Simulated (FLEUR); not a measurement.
# GdZn: which magnetic order is lowest, part 2 of 3

Wanted: the moments of GdZn and the energy of each order that was tried.

FLEUR MaX-R8.1; LDA (VWN) with U = 6 eV on Gd f; all-electron FLAPW, Dirac cores, scalar-relativistic bands.

So far, largest spin moment in the muffin-tin sphere (μB): step 2 (run 1 (ferro +)) 7.31.

The database entry behind the starting cell differs from later determinations by our own check (about 0.4 % long), so it need not match the best structure at ambient conditions.

### 3. Run 2 (antiferro q=(1/2,1/2,1/2) +-)

Another pattern of signs weighs the neighbour shells otherwise.

The cell is doubled to 4 atoms to hold this order. The mesh is halved along the doubled vector, so that both cells sample the same points. The k list default-1 (kpts.xml, not shown) is a Γ-centred 4×8×8 mesh.

inp.xml

```
<?xml version="1.0" encoding="UTF-8" standalone="no"?>
<fleurInput fleurInputVersion="0.39">
   <comment>
      GdZn
   </comment>
   <calculationSetup>
      <cutoffs Kmax="3.6" Gmax="10.8" GmaxXC="10.8" numbands="0"/>
      <scfLoop itmax="130" minDistance="0.0001" maxIterBroyd="15" imix="Anderson" alpha="0.05" precondParam="0.0" spinf="2.0" sdNocoIR="T"/>
      <coreElectrons ctail="T" frcor="F" kcrel="0" coretail_lmax="0"/>
      <xcFunctional name="vwn" relativisticCorrections="F"/>
      <magnetism jspins="2"/>
      <soc l_soc="F" theta="0.0" phi="0.0" spav="F"/>
      <expertModes spex="0" secvar="F"/>
      <geometryOptimization l_f="F" forcealpha="1.0" forcemix="BFGS" epsdisp="0.00001" epsforce="0.00001"/>
      <ldaU l_linMix="F" mixParam="0.05" spinf="1.0"/>
   </calculationSetup>
   <cell>
      <bzIntegration valenceElectrons="60.0" mode="hist" fermiSmearingEnergy="0.00183747">
         <kPointListSelection listName="default-1"/>
         <xi:include xmlns:xi="http://www.w3.org/2001/XInclude" href="kpts.xml"> </xi:include>
      </bzIntegration>
      <xi:include xmlns:xi="http://www.w3.org/2001/XInclude" href="sym.xml"> </xi:include>
      <bulkLattice scale="1.0">
         <bravaisMatrix>
            <row-1>   13.6740582376055979     0.0000000000000000     0.0000000000000000</row-1>
            <row-2>    6.8370291188027990     6.8370291188027990     0.0000000000000000</row-2>
            <row-3>    6.8370291188027990     0.0000000000000000     6.8370291188027990</row-3>
         </bravaisMatrix>
      </bulkLattice>
   </cell>
   <atomSpecies>
      <species name="Gadolinium7.000" element="Gd" atomicNumber="64">
         <mtSphere radius="2.8" gridPoints="925" logIncrement="0.014"/>
         <atomicCutoffs lmax="10" lnonsphr="8"/>
         <electronConfig flipSpins="F">
            <coreConfig>(1s1/2) (2s1/2) (2p1/2) (2p3/2) (3s1/2) (3p1/2) (3p3/2) (4s1/2) (3d3/2) (3d5/2) (4p1/2) (4p3/2) (4d3/2) (4d5/2)</coreConfig>
            <valenceConfig>(5s1/2) (5p1/2) (5p3/2) (6s1/2) (4f5/2) (4f7/2) (5d3/2) (5d5/2)</valenceConfig>
            <stateOccupation state="(4f5/2)" spinUp="2.5" spinDown="0.5"/>
            <stateOccupation state="(4f7/2)" spinUp="4.0" spinDown="0.0"/>
            <stateOccupation state="(5d3/2)" spinUp="0.4" spinDown="0.0"/>
            <stateOccupation state="(5d5/2)" spinUp="0.6" spinDown="0.0"/>
         </electronConfig>
         <energyParameters s="6" p="6" d="5" f="4"/>
         <ldaU l="3" U="6.0" J="0.0" l_amf="F"/>
         <lo type="SCLO" l="0" n="5" eDeriv="0"/>
         <lo type="SCLO" l="1" n="5" eDeriv="0"/>
      </species>
      <species name="Gadolinium-7.000" element="Gd" atomicNumber="64">
         <mtSphere radius="2.8" gridPoints="925" logIncrement="0.014"/>
         <atomicCutoffs lmax="10" lnonsphr="8"/>
         <electronConfig flipSpins="F">
            <coreConfig>(1s1/2) (2s1/2) (2p1/2) (2p3/2) (3s1/2) (3p1/2) (3p3/2) (4s1/2) (3d3/2) (3d5/2) (4p1/2) (4p3/2) (4d3/2) (4d5/2)</coreConfig>
            <valenceConfig>(5s1/2) (5p1/2) (5p3/2) (6s1/2) (4f5/2) (4f7/2) (5d3/2) (5d5/2)</valenceConfig>
            <stateOccupation state="(4f5/2)" spinUp="0.5" spinDown="2.5"/>
            <stateOccupation state="(4f7/2)" spinUp="0.0" spinDown="4.0"/>
            <stateOccupation state="(5d3/2)" spinUp="0.0" spinDown="0.4"/>
            <stateOccupation state="(5d5/2)" spinUp="0.0" spinDown="0.6"/>
         </electronConfig>
         <energyParameters s="6" p="6" d="5" f="4"/>
         <ldaU l="3" U="6.0" J="0.0" l_amf="F"/>
         <lo type="SCLO" l="0" n="5" eDeriv="0"/>
         <lo type="SCLO" l="1" n="5" eDeriv="0"/>
      </species>
      <species name="Zinc (Zn)" element="Zn" atomicNumber="30">
         <mtSphere radius="2.8" gridPoints="925" logIncrement="0.014"/>
         <atomicCutoffs lmax="10" lnonsphr="8"/>
         <electronConfig flipSpins="F">
            <coreConfig>(1s1/2) (2s1/2) (2p1/2) (2p3/2) (3s1/2) (3p1/2) (3p3/2)</coreConfig>
            <valenceConfig>(4s1/2) (3d3/2) (3d5/2)</valenceConfig>
         </electronConfig>
         <energyParameters s="4" p="4" d="3" f="4"/>
      </species>
   </atomSpecies>
   <atomGroups>
      <atomGroup species="Gadolinium7.000">
         <relPos label="                   1">.0000000000 .0000000000 .0000000000</relPos>
         <force calculate="T" relaxXYZ="TTT"/>
      </atomGroup>
      <atomGroup species="Gadolinium-7.000">
         <relPos label="                   2">1.000/2.000 .0000000000 .0000000000</relPos>
         <force calculate="T" relaxXYZ="TTT"/>
      </atomGroup>
      <atomGroup species="Zinc (Zn)">
         <relPos label="                   3">-1.000/4.000 1.000/2.000 1.000/2.000</relPos>
         <relPos label="                   4">1.000/4.000 1.000/2.000 1.000/2.000</relPos>
         <force calculate="T" relaxXYZ="TTT"/>
      </atomGroup>
   </atomGroups>
   <output dos="F" band="F" slice="F">
      <bandDOS minEnergy="-.5*Htr" maxEnergy="0.5*Htr" sigma="0.015" storeEVData="T"/>
      <plotting iplot="0" polar="F">
         <plot TwoD="T" vec1="  1.0  0.0  0.0" vec2="  0.0  1.0  0.0" vec3="  0.0  0.0  1.0" zero="  0.0  0.0  0.0" file="plot"/>
      </plotting>
      <moessbauerParams electricFieldGradient="F" isomerShift="F" coreHyperfine="F" valenceHyperfine="F"/>
   </output>
</fleurInput>
```

crystal.txt

```
GdZn
&input film=F cartesian=F /
7.23600000000  0.00000000000  0.00000000000
3.61800000000  3.61800000000  0.00000000000
3.61800000000  0.00000000000  3.61800000000
1.8897261246
1.0 1.0 1.0

4
64 0.00000000000  0.00000000000  0.00000000000 : 7.000
64 0.50000000000  0.00000000000  0.00000000000 : -7.000
30 0.75000000000  0.50000000000  0.50000000000
30 0.25000000000  0.50000000000  0.50000000000

&kpt div1=4 div2=8 div3=8 gamma=T /
```

Run with:

```
OMP_NUM_THREADS=1 inpgen -f crystal.txt > inpgen.log  # inp.xml is then edited as shown
OMP_NUM_THREADS=1 mpirun -n 4 fleur_MPI > fleur.log
```

Output:

```text
[banner, memory and clock lines left out]
Welcome to FLEUR        (www.flapw.de)
      MaX-Release 8.1          (www.max-centre.eu)

 ========== k-point set info ==========
 Selected k-point list: default-1
 k-point list type: mesh
 0 x 0 x 0
 Number of k points: 40

 ------------Calculation Setup---------------------------
 Number of PE/node        :            4
 Number of OMP-threads    :            1
 k-points in parallel     :            4
 pe's per k-point         :            1
 No of k-point loops      :           10
 Eigenvalue solver        :       lapack
 Number of basis functions:          555
 Approximate size of matrices (H+S) per k-point:         0.005 GB
 Iteration:     1   Distance:      22.81655204 me/bohr^3
 Iteration:     2   Distance:      21.76766984 me/bohr^3
 Iteration:     3   Distance:      12.04248528 me/bohr^3
 Iteration:     4   Distance:       4.98183923 me/bohr^3
 Iteration:     5   Distance:       1.37345374 me/bohr^3
 Iteration:     6   Distance:       0.83237501 me/bohr^3
 Iteration:     7   Distance:       0.94968482 me/bohr^3
 Iteration:     8   Distance:       0.12796069 me/bohr^3
 Iteration:     9   Distance:       0.08959270 me/bohr^3
 Iteration:    10   Distance:       0.02040475 me/bohr^3
 Iteration:    11   Distance:       0.00170022 me/bohr^3
 Iteration:    12   Distance:       0.00234765 me/bohr^3
 Iteration:    13   Distance:       0.00073358 me/bohr^3
 Iteration:    14   Distance:       0.00011182 me/bohr^3
 Iteration:    15   Distance:       0.00017832 me/bohr^3
 Iteration:    16   Distance:       0.00014261 me/bohr^3
 Iteration:    17   Distance:       0.00008320 me/bohr^3

 ********************************************************************
 Run finished successfully
 Stop message:
   all done
 ********************************************************************

--- out.xml (last complete iteration) ---
<iteration numberForCurrentRun="   17" overallNumber="   17">
         [... left out ...]
         <bandgap value="0.0000000000" units="eV"/>
         <sumValenceSingleParticleEnergies value="-9.9885697871" units="Htr"/>
         <FermiEnergy value="0.2721862470" units="Htr"/>
         <valenceDensity>
            <mtCharges spin="1">
               <mtCharge atomType="1" total="11.5852443" s="1.1073030" p="2.9795287" d="0.5289065" f="6.9683339"/>
               <mtCharge atomType="2" total="4.4186790" s="1.0889069" p="2.9592721" d="0.3480369" f="0.0212469"/>
               <mtCharge atomType="3" total="5.8543354" s="0.5148777" p="0.3842128" d="4.9486265" f="0.0043668"/>
            </mtCharges>
            <mtCharges spin="2">
               <mtCharge atomType="1" total="4.4186790" s="1.0889069" p="2.9592721" d="0.3480369" f="0.0212469"/>
               <mtCharge atomType="2" total="11.5852443" s="1.1073030" p="2.9795287" d="0.5289065" f="6.9683339"/>
               <mtCharge atomType="3" total="5.8543354" s="0.5148777" p="0.3842128" d="4.9486265" f="0.0043668"/>
            </mtCharges>
            <spinDependentCharge spin="1" total="30.0000000" interstitial="2.2874058" mtSpheres="27.7125942"/>
            <spinDependentCharge spin="2" total="30.0000000" interstitial="2.2874058" mtSpheres="27.7125942"/>
            <totalCharge value="60.0000000000"/>
         </valenceDensity>
         [... left out ...]
         <magneticMomentsInMTSpheres units="muBohr">
            <globalMagMoment atomType="1" vec="0.00000   0.00000   7.16657"/>
            <localMagMoment atomType="1" vec="0.00000   0.00000   7.16657"/>
            <globalMagMoment atomType="2" vec="0.00000   0.00000  -7.16657"/>
            <localMagMoment atomType="2" vec="0.00000   0.00000  -7.16657"/>
            <globalMagMoment atomType="3" vec="0.00000   0.00000   0.00000"/>
            <localMagMoment atomType="3" vec="0.00000   0.00000   0.00000"/>
         </magneticMomentsInMTSpheres>
         [... left out ...]
         <totalEnergy value="   -26133.0062993297" units="Htr">
            <sumOfEigenvalues value="   -15934.7195689528">
               <coreElectrons value="-15924.7309991657"/>
               <valenceElectrons value="-9.9885697871"/>
            </sumOfEigenvalues>
            <densityCoulombPotentialIntegral value="-43339.6026687546"/>
            <densityEffectivePotentialIntegral value="-44166.5329377674"/>
            <chargeDenXCDenIntegral value="-623.4701978536"/>
            <FockExchangeEnergyValence value="0.0000000000"/>
            <FockExchangeEnergyCore value="0.0000000000"/>
         [... left out ...]
            <dftUCorrection value="-1.5295566832"/>
            <tkbTimesEntropy value="0.0016197963"/>
            <freeEnergy value="-26133.0079191260"/>
            <extrapolationTo0K value="-26133.0071092279"/>
         </totalEnergy>
         [... left out ...]
         <ldaUDensityMatrixConvergence>
            <distance spin="1" distance="0.000000"/>
            <distance spin="2" distance="0.000000"/>
         </ldaUDensityMatrixConvergence>
         <densityConvergence units="me/bohr^3">
            <chargeDensity spin="1" distance="0.0000431564"/>
            <chargeDensity spin="2" distance="0.0000431564"/>
            <overallChargeDensity distance="0.0000831960"/>
            <spinDensity distance="0.0000229850"/>
         </densityConvergence>
      </iteration>
```

Run time: 50 s. Hardware: 4 MPI ranks of Intel Xeon Platinum 8375C at 2.90GHz (Ice Lake), shared host; peak memory 0.38 GiB.

Spin moment in the muffin-tin sphere by atom:

```tsv
atom	spin moment in the muffin-tin sphere (μB)
Gd1	7.17
Gd2	-7.17
Zn3	0.00
Zn4	0.00
```

Numbers from this step:

* free energy: -711115.3723 eV
* program's band gap on this mesh (in a metal only a level spacing): 0 eV
* magnetization: 0 μB
* final state: antiferromagnetic

It lies 66.0 meV a seeded atom over the first start, and its largest moment is 7.17 μB against 7.31 μB.

### 4. Run 3 (antiferro q=(0,1/2,1/2) +-)

Reversing part of the moments tests the sign of the couplings between them.

This order needs a doubled cell of 4 atoms. The mesh is halved along the doubled vector, so that both cells sample the same points. The k list default-1 (kpts.xml, not shown) is a Γ-centred 8×4×8 mesh.

inp.xml, as its differences from that of step 3:

```diff
@@ -24,5 +24,5 @@
          <bravaisMatrix>
-            <row-1>   13.6740582376055979     0.0000000000000000     0.0000000000000000</row-1>
-            <row-2>    6.8370291188027990     6.8370291188027990     0.0000000000000000</row-2>
-            <row-3>    6.8370291188027990     0.0000000000000000     6.8370291188027990</row-3>
+            <row-1>    6.8370291188027990     0.0000000000000000     0.0000000000000000</row-1>
+            <row-2>    0.0000000000000000    13.6740582376055979     0.0000000000000000</row-2>
+            <row-3>    0.0000000000000000     6.8370291188027990     6.8370291188027990</row-3>
          </bravaisMatrix>
@@ -79,3 +79,3 @@
       <atomGroup species="Gadolinium-7.000">
-         <relPos label="                   2">1.000/2.000 .0000000000 .0000000000</relPos>
+         <relPos label="                   2">.0000000000 1.000/2.000 .0000000000</relPos>
          <force calculate="T" relaxXYZ="TTT"/>
@@ -83,4 +83,4 @@
       <atomGroup species="Zinc (Zn)">
-         <relPos label="                   3">-1.000/4.000 1.000/2.000 1.000/2.000</relPos>
-         <relPos label="                   4">1.000/4.000 1.000/2.000 1.000/2.000</relPos>
+         <relPos label="                   3">1.000/2.000 .0000000000 1.000/2.000</relPos>
+         <relPos label="                   4">1.000/2.000 1.000/2.000 1.000/2.000</relPos>
          <force calculate="T" relaxXYZ="TTT"/>
```

crystal.txt

```
GdZn
&input film=F cartesian=F /
3.61800000000  0.00000000000  0.00000000000
0.00000000000  7.23600000000  0.00000000000
0.00000000000  3.61800000000  3.61800000000
1.8897261246
1.0 1.0 1.0

4
64 0.00000000000  0.00000000000  0.00000000000 : 7.000
64 0.00000000000  0.50000000000  0.00000000000 : -7.000
30 0.50000000000  0.00000000000  0.50000000000
30 0.50000000000  0.50000000000  0.50000000000

&kpt div1=8 div2=4 div3=8 gamma=T /
```

Output:

```text
[banner, memory and clock lines left out]
Welcome to FLEUR        (www.flapw.de)
      MaX-Release 8.1          (www.max-centre.eu)

 ========== k-point set info ==========
 Selected k-point list: default-1
 k-point list type: mesh
 0 x 0 x 0
 Number of k points: 68

 [... set-up left out ...]
 Iteration:     1   Distance:      22.90937450 me/bohr^3
 Iteration:     2   Distance:      21.85361964 me/bohr^3
 Iteration:     3   Distance:      12.09004232 me/bohr^3
 Iteration:     4   Distance:       5.03670603 me/bohr^3
 Iteration:     5   Distance:       1.38805805 me/bohr^3
[...]
[... left out ...]
            <freeEnergy value="-26133.0089872835"/>
            <extrapolationTo0K value="-26133.0080968700"/>
         </totalEnergy>
         [... left out ...]
         <ldaUDensityMatrixConvergence>
            <distance spin="1" distance="0.000000"/>
            <distance spin="2" distance="0.000000"/>
         </ldaUDensityMatrixConvergence>
         <densityConvergence units="me/bohr^3">
            <chargeDensity spin="1" distance="0.0000459539"/>
            <chargeDensity spin="2" distance="0.0000459541"/>
            <overallChargeDensity distance="0.0000587229"/>
            <spinDensity distance="0.0000707014"/>
         </densityConvergence>
      </iteration>
```

The job ended after 79 s (4 MPI ranks; peak memory 0.44 GiB; 5.2 min of CPU time).

Spin moment in the muffin-tin sphere by atom:

```tsv
atom	spin moment in the muffin-tin sphere (μB)
Gd1	7.22
Gd2	-7.22
Zn3	0.00
Zn4	0.00
```

Numbers from this step:

| Quantity | Value |
| --- | --- |
| free energy | -711115.4013 eV |
| program's band gap on this mesh (in a metal only a level spacing) | 0.02185 eV |
| magnetization | 0 μB |
| final state | antiferromagnetic |

It lies 51.5 meV a seeded atom over the first start, and its largest moment is 7.22 μB against 7.31 μB.

### 5. The states side by side

Free energies are divided by the number of seeded atoms, so that cells of unlike size compare. Wavevectors q in the names are fractions of the primitive cell's reciprocal vectors.

Orders:

```tsv
start	final state	typed order kept	energy over the lowest (meV a seeded atom)	largest sphere moment (μB)	net moment (μB a primitive cell)	mesh matched	CPU time (s)
ferro +	ferromagnetic	yes	0	7.307	7.653	yes	51.16
antiferro q=(1/2,1/2,1/2) +-	antiferromagnetic	yes	66.02	7.167	0	yes	200.8
antiferro q=(0,1/2,1/2) +-	antiferromagnetic	yes	51.49	7.219	0	yes	313.6
```

[end of part 2 of 3]

[Logs and program files are shortened in this print: banners, set-up blocks, solver, clock and traceback lines can be left out without a mark of their own.]

[Logs are printed without paths, hosts, clocks, repeated set-up lines and the standing remarks that a program may print on its own settings, such as how far it seeks lower states.]

[Hosts, paths, dates, database ids (printed as entryN), source tags and the programs' standing remarks are cut or masked in the printed files.]

[Where a cell is said to come from a database of computed structures, the database is the Materials Project.]
